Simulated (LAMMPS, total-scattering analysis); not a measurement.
**82SiO2-14BaO-5MgO (mol %): melt, cool and scatter**

Aim: a model of 82SiO2-14BaO-5MgO (mol %) on cooling, with the X-ray and neutron patterns it would give.

Method: classical molecular dynamics (LAMMPS) with the Morse and Coulomb pair potential with partial charges (Pedone, Malavasi, Menziani, Cormack and Segre, J. Phys. Chem. B 110, 11780 (2006)). Composition: Si 29.0, Ba 4.9, Mg 1.6, O 64.5 atom %; 800 atoms.

## The run

The step of 2 fs has to resolve the fastest vibration, that of the lightest atoms and stiffest bonds. The random start is relaxed with capped moves and melted at fixed volume, so that it is forgotten as far as a few ps allow. The hottest part of the cooling also runs at fixed volume, because an open network can foam at zero pressure; below that the barostat finds the density. Long-range Coulomb forces go by PPPM, as in the potential's fit.

Contents of in.lmp:

```
# melt and quench of 82SiO2-14BaO-5MgO (mol %)
units metal
atom_style charge
boundary p p p
region box block 0 23.0442 0 23.0442 0 23.0442
create_box 4 box
mass 1 28.0850   # Si
mass 2 137.3270   # Ba
mass 3 24.3050   # Mg
mass 4 15.9990   # O
create_atoms 1 random 232 2928 NULL overlap 1.5 maxtry 2000
create_atoms 2 random 39 2935 NULL overlap 1.5 maxtry 2000
create_atoms 3 random 13 2942 NULL overlap 1.5 maxtry 2000
create_atoms 4 random 516 2949 NULL overlap 1.5 maxtry 2000
pair_style hybrid/overlay pedone 5.5 coul/long 8.0
pair_coeff * * coul/long
pair_coeff 1 4 pedone 0.340554 2.006700 2.100000 1   # Si-O
pair_coeff 2 4 pedone 0.065011 1.547596 3.393410 5   # Ba-O
pair_coeff 3 4 pedone 0.038908 2.281000 2.586153 5   # Mg-O
pair_coeff 4 4 pedone 0.042395 1.379316 3.618701 22   # O-O
set type 1 charge 2.4
set type 2 charge 1.2
set type 3 charge 1.2
set type 4 charge -1.2
kspace_style pppm 1.0e-4
neigh_modify delay 0 every 1 check yes
thermo_style custom step time temp pe press density
thermo_modify norm yes
timestep 0.002
thermo 100
minimize 1e-4 1e-4 200 2000
reset_timestep 0
velocity all create 4000 2929 mom yes dist gaussian
fix lim all nve/limit 0.05
fix lan all langevin 4000 4000 0.2 2930 zero yes
thermo 500
run 1000 post no
unfix lim
unfix lan
thermo 1333
fix md all nvt temp 4000 4000 0.2
run 4000 post no
unfix md
thermo 2250
fix md all nvt temp 4000 2200 0.2
run 4500 post no
unfix md
thermo 200
fix md all npt temp 2200 1800 0.2 iso 0 0 2
run 1000 post no
unfix md
thermo 1250
fix md all npt temp 1800 1800 0.2 iso 0 0 2
run 2500 post no
unfix md
print "== production at 1800 K"
dump d all custom 200 s0.traj id type xu yu zu
dump_modify d sort id format float %.3f
thermo 100
fix md all npt temp 1800 1800 0.2 iso 0 0 2
run 4000 post no
unfix md
undump d
[... 1 more blocks of the same form, at 900 K ...]
thermo 300
fix md all npt temp 900 300 0.2 iso 0 0 2
run 1500 post no
unfix md
thermo 1250
fix md all npt temp 300 300 0.2 iso 0 0 2
run 2500 post no
unfix md
print "== production at 300 K"
dump d all custom 200 s2.traj id type xu yu zu
dump_modify d sort id format float %.3f
thermo 100
fix md all npt temp 300 300 0.2 iso 0 0 2
run 4000 post no
unfix md
undump d
```

```console
$ lmp -in in.lmp -log none -nocite
```

```text
[a thinned log: between the lines shown up to 5 are left out unmarked, longer gaps are marked]
LAMMPS (22 Jul 2025 - Update 4)
Created orthogonal box = (0 0 0) to (23.0442 23.0442 23.0442)
Created 232 atoms
Created 39 atoms
Created 13 atoms
Created 516 atoms
PPPM initialization ...
  G vector (1/distance) = 0.37721444
  grid = 24 24 24
  estimated relative force accuracy = 7.6145243e-05
   Step          Time           Temp          PotEng         Press         Density
         0   0              0              0.63446247     639504.77      2.7740043
       100   0.2            0             -16.037824     -20692.186      2.7740043
       114   0.228          0             -16.091934     -22269.255      2.7740043
     0.634462473116631   -16.090382799165   -16.091933773109
[... 8 lines left out ...]
      1000   2              2036.5859     -16.017152     -5024.9287      2.7740043
[... 8 lines left out ...]
      9000   18             2539.571      -15.997008      13105.395      2.7740043
[... 8 lines left out ...]
     10400   20.8           1888.3376     -16.087105      5024.2755      2.7859598
[... 8 lines left out ...]
== production at 1800 K (one thermo line in eight is kept)
[... 8 lines left out ...]
   Step          Time           Temp          PotEng         Press         Density
[... 8 lines left out ...]
   Step          Time           Temp          PotEng         Press         Density
== production at 900 K (one thermo line in eight is kept)
     22500   45             927.42137     -16.253439     -337.00084      2.8758289
[... 8 lines left out ...]
     26100   52.2           817.09703     -16.260485     -544.6017       2.869491
[... 8 lines left out ...]
     28750   57.5           311.61816     -16.33247      -2356.9995      2.9112218
     29750   59.5           307.89479     -16.332184     -389.88101      2.9163906
Loop time of 8.73412 s on 1 MPI rank(s) for 2500 steps with 800 atoms
== production at 300 K (one thermo line in eight is kept)
   Step          Time           Temp          PotEng         Press         Density
     29750   59.5           307.89479     -16.332185     -390.33811      2.9163906
     30500   61             315.59523     -16.332821      961.2555       2.921117
     31300   62.6           303.36579     -16.333013      806.3893       2.9300828
     32100   64.2           307.95792     -16.335455     -763.73742      2.9190597
     32900   65.8           305.67446     -16.332586     -427.8614       2.9140322
     33700   67.4           301.0857      -16.334222      1014.1657      2.9254608
Loop time of 13.9635 s on 1 MPI rank(s) for 4000 steps with 800 atoms
```

Time and hardware: 110 s on 1 thread of Intel(R) Xeon(R) 6975P-C (Granite Rapids), on a shared host, peak memory 0.1 GiB.

## Analysis

The totals are in Faber–Ziman form. Below 4 Å⁻¹ the partials are summed on the cell's own reciprocal vectors (from 0.27 Å⁻¹) and folded with a Gaussian of σ = 0.07 Å⁻¹; above it they are transforms of g(r) out to 11.4 Å, tapered over the last 40 %. X-rays take neutral-atom form factors, neutrons coherent lengths (Si 4.15071, Ba 5.07, Mg 5.375, O 5.8037 fm). G(r) = 4πrρ₀[g(r) − 1] carries the resolution of a Lorch-windowed transform up to 22 Å⁻¹. The patterns are simulated, not measured. The potential has fixed partial charges and no three-body term, so angles and changes of cation coordination with composition are its weak points, and some glasses come out too dense. Each stop is averaged over 20 or 21 frames.

| T (K) | state | density (g/cm³) | first clear X-ray maximum (Å⁻¹) | its height (X-ray) | first clear neutron maximum (Å⁻¹) | its height (neutron) | Si–O (Å) | O around Si | Mg–O (Å) | O on one former (%) | held | D over the elements, rough (10⁻⁹ m²/s) |
| --- | --- | --- | --- | --- | --- | --- | --- | --- | --- | --- | --- | --- |
| 1800 | viscous | 2.814 | 1.81 | 1.71 | 1.79 | 1.15 | 1.60 | 3.98 | 1.94 | 20.7 | pressure | 0.079 to 0.45 |
| 900 | rigid | 2.869 | 1.83 | 1.77 | 1.79 | 1.21 | 1.61 | 4.00 | 2.02 | 20.0 | pressure | - |
| 300 | rigid | 2.926 | 1.82 | 1.84 | 1.81 | 1.22 | 1.61 | 4.01 | 2.00 | 19.9 | pressure | - |

X-ray S(Q):

```
Q (Å⁻¹)  1800 K  900 K  300 K
    0.8   -0.36  -0.33  -0.37
    1.1   -0.17  -0.22  -0.24
    1.4    0.35   0.31   0.21
    1.7    1.41   1.41   1.38
    2.0    1.49   1.65   1.78
    2.3    0.88   0.84   0.83
    2.6    0.65   0.68   0.65
    2.9    0.74   0.72   0.87
    3.2    0.76   0.75   0.59
    3.5    0.89   0.84   0.98
    3.8    0.95   0.90   0.87
    4.1    1.02   1.04   1.03
    4.4    1.08   1.04   1.05
    4.7    1.18   1.17   1.13
    5.0    1.25   1.30   1.35
    5.3    1.15   1.20   1.23
    5.6    0.99   1.01   0.98
    5.9    0.93   0.91   0.94
    6.2    0.92   0.90   0.88
    6.5    0.93   0.91   0.90
    6.8    0.92   0.92   0.92
    7.1    0.91   0.90   0.89
    7.4    0.94   0.92   0.91
    7.7    1.01   1.01   1.00
    8.0    1.06   1.06   1.08
    8.3    1.06   1.07   1.06
    8.6    1.06   1.07   1.08
    8.9    1.05   1.06   1.07
```

At 300 K the maxima of S(Q), Q in Å⁻¹ (height), are X-ray: 1.82 (1.84), 2.81 (0.93), 3.58 (1.03), 5.07 (1.36); neutron: 1.81 (1.22), 2.85 (1.22), 5.20 (1.51), 7.97 (1.21). Its shells:

```
 pair  first peak (Å)  g there  first minimum (Å)  g there                    neighbours  X-ray weight (f = Z)  neutron weight
 Si–O            1.61     20.2               2.06     0.00    4.0 O per Si, 1.8 Si per O                  0.28            0.32
 Mg–O            2.00      7.0               2.90     0.22    4.5 O per Mg, 0.1 Mg per O                  0.01            0.02
  O–O            2.61      5.9               3.00     0.54                           5.7                  0.18            0.50
 Ba–O            2.76      2.3               4.10     0.74   11.6 O per Ba, 0.9 Ba per O                  0.19            0.07
Si–Si            3.12      5.3               3.54     0.06                           3.6                  0.11            0.05
Si–Mg            3.25      2.4               4.12     0.37  0.3 Mg per Si, 5.1 Si per Mg                  0.01            0.01
Ba–Mg            3.52      4.6               4.82     0.65  0.7 Mg per Ba, 2.1 Ba per Mg                  0.01            0.00
Si–Ba            3.71      2.5               4.76     0.68  1.6 Ba per Si, 9.5 Si per Ba                  0.15            0.02
Ba–Ba            4.05      2.1               5.10     0.81                           1.7                  0.05            0.00
```

Bonded neighbours (only these pairs count: cutoffs Si–O 2.06 Å, Ba–O 4.1 Å, Mg–O 2.9 Å): Si: 4 100 %, 5 0.5 %; Ba: 7 1.3 %, 8 7.1 %, 9 9.0 %, 10 11 %, 11 16 %, 12 22 %, 13 14 %, 14 13 %, 15 5.8 %, 16 1.3 %; Mg: 3 17 %, 4 29 %, 5 40 %, 6 12 %, 7 1.9 %; O: 2 39 %, 3 44 %, 4 16 %, 5 0.8 %. For Ba–O g doesn't fall to zero at the cutoff, so those shares hang on where it is put. Bridging oxygens per network former of four or fewer bonds: Si: Q2 5.2 %, Q3 33 %, Q4 62 %. Oxygen by network formers bound (Si, B, P, Ge and Al count): one 20 %, two 80 %. O–Si–O peak at 106°, Si–O–Si peak at 146° and O–Ba–O peak at 44°. These counts come from 4 frames.

The tapered transform alone would put 1.77 at the X-ray maximum of 1.82 Å⁻¹, where the reciprocal vectors give 1.84; the two routes agree.

**Reading.** From 1800 to 300 K the sample goes from a slowly flowing liquid to rigid on the time of the run, and the density goes from 2.814 to 2.926 g/cm³. The first Si–O shell holds 4.0 O at 1.61 Å, and g falls to nearly zero behind it. The first Mg–O shell holds 4.5 O at 2.00 Å. Unlike atoms are nearest: the pair functions peak at 1.61 Å (Si–O) and 2.61 Å (O–O). The ratio of these peaks, 1.62 (±0.04), compares with 1.73 for a triangle, 1.63 for a tetrahedron and 1.41 for an octahedron, and Si has 4.0 anions. The weights that differ most between the probes (X-ray, neutron): O–O 0.18 and 0.50, Si–Ba 0.15 and 0.02 and Ba–O 0.19 and 0.07. At 2.85 Å⁻¹ neutrons show a peak (1.22) where X-rays give 0.90: term by term, w(S − 1) with f = Z as a rough X-ray weight: O–O +1.00 against +0.36, Ba–O +0.12 against +0.35 and Si–Ba -0.04 against -0.26 (neutron against X-ray). The first neutron maximum, at 1.81 Å⁻¹, has Q r₁ = 2.9, far below the 7.7 of dense packing: it marks order on a period of 3.5 Å, between structural units. The quench is many orders of magnitude faster than melt spinning, so the glass is little relaxed.

[Logs are printed without paths, hosts, clocks, repeated set-up lines and the standing remarks that a program may print on its own settings, such as how far it seeks lower states.]
